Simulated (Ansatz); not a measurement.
# Is W-Nb-Nb-W stack of (111) layers a stable metal?, part 2 of 2

The plan: relax W-Nb-Nb-W stack of (111) layers, check its phonons, and, if the lattice is stable, compute its Eliashberg function and ρ(T).

Ansatz 0.2.0; DFT PBEsol, scalar-relativistic, plane waves, PAW; PAW set soft_1.

So far: Set-up; Rough relaxation; Relaxation.

## 4. Tight relaxation

Phonons are second derivatives about the minimum, so the remaining forces must be small: the thresholds are tightened.

input.yaml reads:

```yaml
crystal:
  lattice:
    - [2.7374448798, -2.6879e-06, 0.0]
    - [-1.3687201121, 2.3706981513, 0.0]
    - [0.0, 0.0, 39.2907342816]
  atoms:
    - { symbol: W, position: [0.0, 0.0, 0.1337905128] }
    - { symbol: Nb, position: [0.3333333333, 0.6666666667, 0.1976242037] }
    - { symbol: Nb, position: [0.6666666667, 0.3333333333, 0.2656254742] }
    - { symbol: W, position: [0.0, 0.0, 0.3294591651] }
  periodic: [true, true, false]
kpoints:
  mp_grid: { grid: [12, 12, 1] }
hamiltonian:
  xc: pbesol
  pseudopotentials: { kind: paw, azcp: { folder: soft_1 }, xc_functional: pbe }
scf:
  occupations: { method: methfessel_paxton, width: 0.2 }
output:
  forces: true
  stress: true
  eigenvalues: true
relax:
  adjacent_minimum: "off"
  f_tol: 0.001
  max_steps: 60
  cell: { stress_2d_tol: 0.002 }
```

Command:

```sh
$ ansatz run input.yaml --threads 4 --pin off --max-ram 12288MiB --backend cpu --events-out ev --progress --plain --runs-dir out
```

Numbers of over 12 decimals in the logs are rounded to 6 here.

What it wrote:

```text
[the first part of the log is left out]
  E_aug_tail   = 0.000384  (compensation charges beyond the density's cutoff)
  E_ewald      = 125282.620173
  E_core_change = 0.821135  (= ΣΔE_core)
  E_smearing   = -0.015151  (= −TS)
  E_closure    = 0.000000  (closes the sum)
  Σ components = -29502.072617   (vs F -29502.072617, Δ=0.00e0)
--- Forces (eV/Å), atoms counted from 1 ---
  atom   1  W     -0.00000000     0.00000000    -0.00002340
  atom   2  Nb     0.00000000    -0.00000000    -0.00001087
[...]
0.000000       0.000000       0.000000
  P = ½ c Tr σ = 0.0002 N/m
--- Band table (eV; the first three rows and the last of 19) ---
[...]
--- Relaxed structure (5 steps of the walk, 3 accepted, 1 SCFs on fresh bases) ---
[...]
cell:  # Å, volume = 254.8860 Å³
    - [2.736923, -2.6873935654089985e-6, 0]
    - [-1.368459, 2.370246, 0]
    - [0, 0, 39.2907342816]
  atoms:
    - { symbol: W, position: [0, 0, 0.133771] }
    - { symbol: Nb, position: [0.333333, 0.666667, 0.197615] }
    - { symbol: Nb, position: [0.666667, 0.333333, 0.265635] }
    - { symbol: W, position: [0, 0, 0.329478] }
```

It took 21 s on 4 threads of Arm Neoverse V2, shared host; peak memory 0.71 GiB; 80 s of CPU time.

Little changed from the start: no atom moved by 0.005 Å and no cell edge by 0.1 %.

## 5. Phonons by linear response: q 2×2×1, k 6×6×1

Before any scattering is computed, the phonons show whether the structure is a minimum.

input.yaml reads:

```yaml
crystal:
  lattice:
    - [2.7369230452, -2.6874e-06, 0.0]
    - [-1.3684591953, 2.3702462291, 0.0]
    - [0.0, 0.0, 39.2907342816]
  atoms:
    - { symbol: W, position: [0.0, 0.0, 0.1337712847] }
    - { symbol: Nb, position: [0.3333333333, 0.6666666667, 0.1976150362] }
    - { symbol: Nb, position: [0.6666666667, 0.3333333333, 0.2656346417] }
    - { symbol: W, position: [0.0, 0.0, 0.3294783932] }
  periodic: [true, true, false]
kpoints:
  mp_grid: { grid: [6, 6, 1] }
hamiltonian:
  xc: pbesol
  pseudopotentials: { kind: paw, azcp: { folder: soft_1 }, xc_functional: pbe }
scf:
  occupations: { method: methfessel_paxton, width: 0.2 }
output:
  eigenvalues: true
phonons:
  method: dfpt
  qmesh: [2, 2, 1]
  temperatures: { t_max: 1000, t_step: 50 }
  qpath:
    path:
      - [0.0, 0.0, 0.0]
      - [0.5, 0.0, 0.0]
      - [0.33333333, 0.33333333, 0.0]
      - [0.0, 0.0, 0.0]
    npoints: 10
```

What it wrote:

```text
Warning: crystal.symmetry: narrowed to the stabiliser of the run's FFT grids — unitary ops 12 → 6. A phonons.method: dfpt run fills in the rows of the dynamical matrix that it does not solve by its symmetry operations, which is exact only for operations that map its FFT grids onto themselves: filled in by any other, the frequencies could depend on the order in which like atoms are typed, or, by more than the grids' own error, on where the crystal sits among the grids' points. Excluded: 6 operations. The run can therefore solve more perturbations, solve them on more k-points, or both, and cost more. [rest of the remark cut]
[...]
Crystal: 4 atoms, lattice volume = 254.886 Å³
Basis set: ecut = 420 eV, 4997 PW (Γ), exchange–correlation on 40×40×540 points (8 copies of the dense FFT grid, shifted against one another)
Bands: 33, of which v1, the nominal top of the filled ones, is band 27 counted from 1 (26 counted from 0)
Symmetry: 12 space group operations
k-points: 7 of 36 (irreducible under 6 space group operations, time reversal used)
[...]
SCF iter   1: F=—  HF=-29503.901118 eV  |F-HF|=—  |Δ(HF+E_count)|=         —  Δρ=3.96e-2  dr2=7.30e0  ethr=3.10e-3  ⟨swp⟩=14.1  Hψ=3887  notcnv=0
automatic band count: the SCF goes on with 39 bands, as 33 were too few: they end inside the smearing window of the response
[...]
SCF iter   2: F=—  HF=-29502.147479 eV  |F-HF|=—  |Δ(HF+E_count)|=    1.75e0  S|Δr|=    0.00e0  Δρ=2.19e-2  dr2=2.26e0  ethr=3.10e-3  ⟨swp⟩=4.1  Hψ=751  notcnv=0  defer=25
[...]
SCF iter  14: F=-29501.805271 eV  HF=-29501.805271 eV  |F-HF|=6.11e-10  |Δ(HF+E_count)|=  9.75e-10  S|Δr|=    0.00e0  Δρ=3.81e-8  dr2=4.32e-12  ethr=1.00e-12  ⟨swp⟩=24.3  Hψ=2462  notcnv=0
SCF 1 converged in 14 iterations: F = -29501.805271 eV  dr2 = 4.32e-12
[...]
phonons: the bands overlap, so this run is a metal and interpolates without the dipole-dipole term. If the crystal is really an insulator or semiconductor, its LO-TO splitting is missing
NSCF: frozen V_eff on 7 k-points
WARN: eigensolver did not converge (k=1): 1 band(s) unlocked after 2 eigensolves, warm-restarted (20 sweeps on the last) at ethr=2.02e-12 eV (storage-precision floor; scheduled 1.00e-12 eV) (lowest unlocked band 38, counted from 0; max residual 1.14e-3 eV among the unlocked bands, 1.14e-3 eV over every band; other slots of this pass that fall short are told together in one closing line; warning suppressed until the next SCF loop or pass starts)
WARN: eigensolver did not converge in 3 slots of this pass, the one above among them; of largest residual over every band (k=6): 1 band(s) unlocked (lowest unlocked band 38, counted from 0; max residual 2.08e-3 eV among the unlocked bands, 2.08e-3 eV over every band); of lowest unlocked band (k=1): band 38
[...]
DFPT response loops at q = (0, 0, 0) (fractional): preconditioner auto → none (partly filled bands, converged f_vac=0.689); β = 0.50; Broyden in place of MSR1
[...]
SCF converged after 14 iterations
Stability not checked: this state was not tested for a lower state beside it, because cold or Methfessel-Paxton smearing, or corrected tetrahedra, fill the levels in a way that the test cannot read (fill_not_monotonic; see scf.lower_state_search)
Free energy (F): -29501.805271 eV
[...]
Internal energy: -29501.767872 eV  (E = F + TS)
E sigma→0 (E₀):  -29501.795922 eV
Entropy (-TS):   -0.037399 eV (-9.350 meV/atom)
Fermi energy:    -5.501184 eV
[...]
--- Band table (eV; the first three rows and the last of 7) ---
  k-point 0: bands = [... 23 lower, -5.6688, -5.6688, -5.6477, -5.6477, -5.6269, -5.1414, -5.1312, -5.1312, ... 8 higher]
  k-point 1: bands = [... 23 lower, -6.5965, -6.4939, -6.3546, -6.1453, -5.6427, -5.3673, -4.5870, -4.5704, ... 8 higher]
  k-point 2: bands = [... 23 lower, -6.8035, -6.5117, -5.5927, -5.3850, -4.8398, -4.1518, -3.7256, -3.2845, ... 8 higher]
  k-point 6: bands = [... 23 lower, -6.4755, -6.4755, -6.4139, -6.4139, -6.1669, -6.1669, -4.3593, -4.1349, ... 8 higher]
--- Phonons (Γ-DFPT): 8 representative perturbations + reference (Σ response iterations 53) ---
  ASR residual: 3.685e-5 → 0.000e0 eV/Å²; symmetrization residual: 3.422e-5 eV/Å²
  The last average, over the group as it would stand without the narrowing to the FFT grids, took up to 1.910e-5 eV/Å² of the zone centre's force constants
  ASR residual per site (eV/Å²): 3.43e-5 3.35e-5 2.70e-5 3.68e-5
  Γ frequencies (cm⁻¹): -75.28 -75.28 -61.19 -61.19 -35.26 -35.26 0.00 0.00 0.00 64.51 159.00 216.37
--- Phonons (arbitrary-q DFPT): 2 irreducible q on the 2×2×1 mesh ---
  q = [0.0000, 0.0000, 0.0000] (star 1, of the zone-centre solve; hermiticity 6.06e-6, symmetrization 1.69e-6, taken by the last average 1.89e-6): -75.28 -75.28 -61.19 -61.19 -35.26 -35.26 -0.00 -0.00 0.00 64.51 159.00 216.37
  q = [0.0000, -0.5000, 0.0000] (star 3, 12 solved perturbations in 212 linear systems a pass and spin channel, the states on 20 of 36 k-point pairs; hermiticity 6.69e-6, symmetrization 3.50e-6, taken by the last average 9.75e-7): -147.35 -126.41 -103.74 -92.42 -65.29 98.10 107.46 149.06 163.71 175.73 237.04 253.03
  sum rule: each row above includes the acoustic sum rule's correction from the zone centre's row sums; it moved no ω² by more than (0.31 cm⁻¹)²
  mesh force constants: q→R imaginary residual 1.98e-17; ASR residual 3.685e-5 → 0.000e0 eV/Å²; symmetrization residual 1.066e-14 eV/Å²
  interpolated dispersion: 31 rows × 12 modes
  density of states and harmonic sums: on the 26×26×1 q-mesh, interpolated from the force constants of a 2×2×1 supercell (no non-analytic term)
  largest difference from the sums on the solved wave vectors: F 3.26e-1 eV, S 4.49e-4 and C_V 1.27e-4 eV/K
  zero-point energy: 0.064882 eV/cell   skipped modes (ω ≤ 0): 328, of them read as no rigid motion or as one in doubt: 325 (4.567e0 modes/cell left out, lowest -147.35 cm⁻¹)   left out of the sums: 3.81e-1 of the cell's modes: C_V's classical limit lies that fraction below 3 k_B per atom; for a crystal, a wire or a layer, F and S can be off by more, and a phonons.interpolated_qmesh denser along its periods is the remedy for the sampling
```

Elapsed: 1.9 min, on 4 threads; peak memory 1.1 GiB.

In the SCF lines HF is the Harris–Foulkes energy and dr2 the Hartree energy of the density residual, in eV; the loop may stop once dr2 is under the threshold and the program's other checks hold. Hψ counts applications of the Hamiltonian.

Numbers from this step:

```yaml
share_of_imaginary_modes_in_the_plain_interpolation_between_solved_wavevectors: 0.3896
highest_frequency_solved_or_plainly_interpolated: 253.0 cm⁻¹
```

Solved on the 2×2×1 mesh alone; all other wavevectors are interpolated. The phonon branches at the labelled points (cm⁻¹):

```tsv
point	branch 1	branch 2	branch 3	branch 4	branch 9	branch 10	branch 11	branch 12
Γ	-75	-75	-61	-61	0	64	159	216
halfway	-109	-98	-77	-62	131	159	184	200
M	-147	-126	-104	-92	164	176	237	253
halfway	-119	-108	-96	-92	158	165	222	239
K	-109	-100	33	33	164	196	196	208
halfway	-108	-89	-88	-65	133	175	189	198
Γ	-75	-75	-61	-61	0	64	159	216
```

Lowest modes at the softest wavevector of the mesh. The modes at q = (0.500, 0.000, 0.000) (shares of kinetic energy by element, %) (negative means imaginary):

```tsv
mode	frequency (cm⁻¹)	W %	Nb %
1	-147.3	99	1
2	-126.4	85	15
3	-103.7	97	3
4	-92.4	94	6
5	-65.3	15	85
6	98.1	22	78
```

Displacements in mode 1 (-147.3 cm⁻¹), the largest set to 1, in the home cell:
```
W1  -0.58  1.00  0.00
Nb2  0.08 -0.14  0.00
Nb3 -0.08  0.14  0.00
W4  -0.58  1.00  0.00
```

Displacements in mode 5 (-65.3 cm⁻¹), the largest set to 1, in the home cell:
```
W1   0.17 -0.30  0.00
Nb2  0.58 -1.00  0.00
Nb3  0.58 -1.00  0.00
W4  -0.17  0.30  0.00
```

Among the solved wavevectors the lowest mode, translations apart, is -147 cm⁻¹, imaginary.

## 6. Phonons: q 3×3×1, k 9×9×1

An imaginary mode on so few k-points may come from the sampling, so the phonons are repeated with another q and k mesh.

input.yaml, as its differences from that of step 5:

```diff
@@ -12,3 +12,3 @@
 kpoints:
-  mp_grid: { grid: [6, 6, 1] }
+  mp_grid: { grid: [9, 9, 1] }
 hamiltonian:
@@ -22,3 +22,3 @@
   method: dfpt
-  qmesh: [2, 2, 1]
+  qmesh: [3, 3, 1]
   temperatures: { t_max: 1000, t_step: 50 }
```

What it wrote:

```text
[...]
Crystal: 4 atoms, lattice volume = 254.886 Å³
Basis set: ecut = 420 eV, 4997 PW (Γ), exchange–correlation on 40×40×540 points (8 copies of the dense FFT grid, shifted against one another)
Bands: 33, of which v1, the nominal top of the filled ones, is band 27 counted from 1 (26 counted from 0)
Symmetry: 12 space group operations
k-points: 12 of 81 (irreducible under 6 space group operations, time reversal used)
[...]
SCF iter   1: F=—  HF=-29504.093279 eV  |F-HF|=—  |Δ(HF+E_count)|=         —  Δρ=3.86e-2  dr2=7.87e0  ethr=3.10e-3  ⟨swp⟩=14.9  Hψ=6637  notcnv=0
[...]
SCF iter  12: F=-29502.059369 eV  HF=-29502.059369 eV  |F-HF|=2.18e-10  |Δ(HF+E_count)|=   1.77e-9  S|Δr|=    0.00e0  Δρ=3.07e-8  dr2=2.56e-12  ethr=1.00e-12  ⟨swp⟩=25.2  Hψ=4302  notcnv=0
SCF 1 converged in 12 iterations: F = -29502.059369 eV  dr2 = 2.56e-12
[...]
SCF converged after 12 iterations
[...]
Free energy (F): -29502.059369 eV
[...]
Internal energy: -29502.065969 eV  (E = F + TS)
E sigma→0 (E₀):  -29502.061019 eV
Entropy (-TS):   0.006600 eV (1.650 meV/atom)
Fermi energy:    -5.457097 eV
[...]
--- Band table (eV; the first three rows and the last of 12) ---
  k-point 0: bands = [... 23 lower, -5.6205, -5.6205, -5.6023, -5.6005, -5.6005, -5.1054, -5.0633, -5.0633, ... 8 higher]
  k-point 1: bands = [... 23 lower, -6.1414, -6.0726, -5.9853, -5.7320, -5.3255, -5.2651, -5.1278, -5.1078, ... 8 higher]
  k-point 2: bands = [... 23 lower, -6.6824, -6.6088, -6.4824, -6.2988, -5.5933, -4.8788, -3.8866, -3.8083, ... 8 higher]
  k-point 11: bands = [... 23 lower, -6.4251, -6.4251, -6.3740, -6.3740, -6.0880, -6.0880, -4.2940, -4.0800, ... 8 higher]
[...]
ASR residual: 1.825e-4 → 0.000e0 eV/Å²; symmetrization residual: 5.006e-5 eV/Å²
[...]
ASR residual per site (eV/Å²): 7.65e-5 1.83e-4 1.65e-4 7.38e-5
[...]
--- Phonons (arbitrary-q DFPT): 3 irreducible q on the 3×3×1 mesh ---
[...]
interpolated dispersion: 31 rows × 12 modes
[...]
```

It took 7.3 min on 4 threads; peak memory 2 GiB; 28 min of CPU time.

Numbers from this step:

| Property | Result |
| --- | --- |
| share of imaginary modes in the plain interpolation between solved wavevectors | 0.1043 |
| highest frequency, solved or plainly interpolated | 250.1 cm⁻¹ |

Solved on the 3×3×1 mesh alone; all other wavevectors are interpolated. The phonon branches at the labelled points (cm⁻¹):

```tsv
point	branch 1	branch 2	branch 3	branch 4	branch 9	branch 10	branch 11	branch 12
Γ	-57	-57	-53	-53	0	78	188	231
halfway	-70	-26	-13	33	140	158	193	216
M	-20	-12	50	75	185	194	235	250
halfway	72	77	89	106	178	184	235	246
K	108	121	121	121	212	212	222	231
halfway	-17	34	36	61	149	177	196	211
Γ	-57	-57	-53	-53	0	78	188	231
```

The modes has structure finer than the step of the table below, so its rows give means over 10 cm⁻¹, whole bins alone (the curve runs from -84.6 to 267 cm⁻¹). Peaks (cm⁻¹: height): Nb 54.8: 0.0237, 72.5: 0.0238, 112.4: 0.0285, 143.4: 0.0276, 158.9: 0.0242, 189.8: 0.0504, 229.7: 0.0558; W -22.6: 0.0287, 37.1: 0.0329, 81.4: 0.0501, 99.1: 0.0471, 127.9: 0.0300, 143.4: 0.0330, 158.9: 0.0425.

Phonopy on the run's constants, 21x21x1 mesh, Gaussian sigma 2.5 cm⁻¹. The modes by wavenumber; means over each step; values in 1/cm⁻¹/cell:

```tsv
wavenumber (cm⁻¹)	Nb	W
-70	0.0113	0.00142
-60	0.0105	0.00193
-50	0.0111	0.00234
-40	0.00628	0.00231
-30	0.00917	0.0123
-20	0.00703	0.0247
-10	0.00312	0.0164
0	0.00249	0.00672
10	0.00256	0.0167
20	0.00699	0.0224
30	0.00774	0.0164
40	0.0115	0.0266
50	0.0143	0.0200
60	0.0146	0.0244
70	0.0187	0.0292
80	0.0214	0.0442
90	0.0183	0.0405
100	0.0204	0.0426
110	0.0219	0.0278
120	0.0226	0.0232
130	0.0202	0.0257
140	0.0231	0.0267
150	0.0209	0.0296
160	0.0218	0.0394
170	0.0133	0.0257
180	0.0219	0.0204
190	0.0473	0.0158
200	0.0348	0.00600
210	0.0322	0.00287
220	0.0345	0.00255
230	0.0501	0.00233
240	0.0259	6.1e-4
250	0.0106	1.6e-4
260	1.1e-4	1.2e-6
```

No LO-TO term; unit eigenvectors of the mass-weighted matrix. The modes at Γ (shares of kinetic energy by element, %) (negative means imaginary):

```tsv
mode	frequency (cm⁻¹)	symmetry	W %	Nb %
1	-57.3	Eu	34	66
2	-57.3	Eu	34	66
3	-52.9	Eg	40	60
4	-52.9	Eg	40	60
5	-6.5	Eg	60	40
6	-6.5	Eg	60	40
7	0.0	unnamed	66	34
8	0.0	unnamed	66	34
9	0.0	unnamed	66	34
10	78.3	A1g	89	11
11	188.0	A2u	34	66
12	231.4	A1g	11	89
```

Displacements in mode 2 (-57.3 cm⁻¹), the largest set to 1:
```
W1  -0.05 -0.51  0.00
Nb2  0.10  1.00  0.00
Nb3  0.10  1.00  0.00
W4  -0.05 -0.51  0.00
```

Displacements in mode 11 (188.0 cm⁻¹), the largest set to 1:
```
W1   0.00  0.00 -0.51
Nb2  0.00  0.00  1.00
Nb3  0.00  0.00  1.00
W4   0.00  0.00 -0.51
```

Among the solved wavevectors the lowest mode, translations apart, is -57.3 cm⁻¹, imaginary.

## 7. Phonons: Fermi–Dirac smearing of 0.3 eV

The phonons are repeated on the same meshes with a wide Fermi–Dirac smearing, to see whether the soft mode comes from sharp features of the Fermi surface.

input.yaml, as its differences from that of step 6:

```diff
@@ -17,3 +17,3 @@
 scf:
-  occupations: { method: methfessel_paxton, width: 0.2 }
+  occupations: { method: fermi_dirac, width: 0.3 }
 output:
```

What it wrote:

```text
[...]
band count auto-derived: 39 (N_el = 54.0; filled up to band 27; 33 by the electrons, moments and atoms)
[...]
Crystal: 4 atoms, lattice volume = 254.886 Å³
Basis set: ecut = 420 eV, 4997 PW (Γ), exchange–correlation on 40×40×540 points (8 copies of the dense FFT grid, shifted against one another)
Bands: 39, of which v1, the nominal top of the filled ones, is band 27 counted from 1 (26 counted from 0)
Symmetry: 12 space group operations
k-points: 12 of 81 (irreducible under 6 space group operations, time reversal used)
[...]
SCF iter   1: F=—  HF=-29504.820214 eV  |F-HF|=—  |Δ(HF+E_count)|=         —  Δρ=3.80e-2  dr2=7.40e0  ethr=3.10e-3  ⟨swp⟩=14.4  Hψ=3585  notcnv=0
[...]
SCF iter  12: F=-29502.785900 eV  HF=-29502.785900 eV  |F-HF|=1.20e-10  |Δ(HF+E_count)|=   1.12e-9  Δρ=3.67e-8  dr2=5.90e-12  ethr=1.00e-12  ⟨swp⟩=14.6  Hψ=4025  notcnv=0
SCF 1 converged in 12 iterations: F = -29502.785900 eV  dr2 = 5.90e-12
[...]
SCF converged after 12 iterations
Free energy (F): -29502.785900 eV
[...]
Internal energy: -29501.401100 eV  (E = F + TS)
E sigma→0 (E₀):  -29502.093500 eV
Entropy (-TS):   -1.384800 eV (-346.200 meV/atom)
Fermi energy:    -5.348968 eV
[...]
--- Band table (eV; the first three rows and the last of 12) ---
  k-point 0: bands = [... 23 lower, -5.5412, -5.5134, -5.5134, -5.4924, -5.4924, -5.0359, -4.9730, -4.9730, ... 8 higher]
  k-point 1: bands = [... 23 lower, -6.0448, -5.9665, -5.9120, -5.6432, -5.2462, -5.1821, -5.0206, -4.9995, ... 8 higher]
  k-point 2: bands = [... 23 lower, -6.5847, -6.5138, -6.3878, -6.2125, -5.5094, -4.7918, -3.7795, -3.7005, ... 8 higher]
  k-point 11: bands = [... 23 lower, -6.3309, -6.3309, -6.2805, -6.2805, -6.0026, -6.0026, -4.2065, -3.9815, ... 8 higher]
[...]
ASR residual: 3.269e-3 → 0.000e0 eV/Å²; symmetrization residual: 7.938e-5 eV/Å²
[...]
ASR residual per site (eV/Å²): 3.25e-3 1.97e-3 1.99e-3 3.27e-3
[...]
--- Phonons (arbitrary-q DFPT): 3 irreducible q on the 3×3×1 mesh ---
[...]
interpolated dispersion: 31 rows × 12 modes
[...]
```

Run time: 8.2 min. Hardware: 4 threads; peak memory 2 GiB.

Numbers from this step:

| Property | Result |
| --- | --- |
| share of imaginary modes in the plain interpolation between solved wavevectors | 0.0533 |
| highest frequency, solved or plainly interpolated | 263.7 cm⁻¹ |

Solved on the 3×3×1 mesh alone; all other wavevectors are interpolated. The phonon branches at the labelled points (cm⁻¹):

```tsv
point	branch 1	branch 2	branch 3	branch 4	branch 9	branch 10	branch 11	branch 12
Γ	-46	-46	-40	-40	0	73	177	225
halfway	-46	26	26	28	151	174	196	214
M	40	45	68	81	191	195	256	264
halfway	84	87	90	91	182	185	249	255
K	90	92	127	127	219	219	222	231
halfway	-7	53	56	77	158	192	202	208
Γ	-46	-46	-40	-40	0	73	177	225
```

Among the solved wavevectors the lowest mode, translations apart, is -45.6 cm⁻¹, imaginary.

For the highest frequency, solved or plainly interpolated, step 6 gave 250 cm⁻¹; this run, with occupations Fermi-Dirac and smearing width 0.3 eV, gives 264 cm⁻¹ (+5 %).

## 8. Summary of results

| Quantity | Value |
| --- | --- |
| phonon run of the rows without a label of their own | PBEsol, q 3×3×1, k 9×9×1 |
| softest mode on the q mesh | -57.3 cm⁻¹ at q = (0, 0, 0) |
| highest frequency, solved or plainly interpolated | 250 cm⁻¹ |

The lattice is dynamically unstable at this level: a mode at q = (0, 0, 0) is imaginary, 57.3i cm⁻¹, so no harmonic coupling constant or resistivity is defined for this structure. These meshes are coarse, and single modes of a metal can move by tens of cm⁻¹ with the k mesh. The coarser mesh found an imaginary mode at another wavevector, which this mesh lacks. Spin–orbit coupling, left out here, matters for W. The PAW files were made for PBE; under other functionals the run regenerates their frozen core. The structure was built by hand as an ordered model, and its stability against other phases was not tested.

[Logs are printed without paths, hosts, clocks, repeated set-up lines and the standing remarks that a program may print on its own settings, such as how far it seeks lower states.]

[Hosts, paths, dates, database ids (printed as entryN), source tags and the programs' standing remarks are cut or masked in the printed files.]
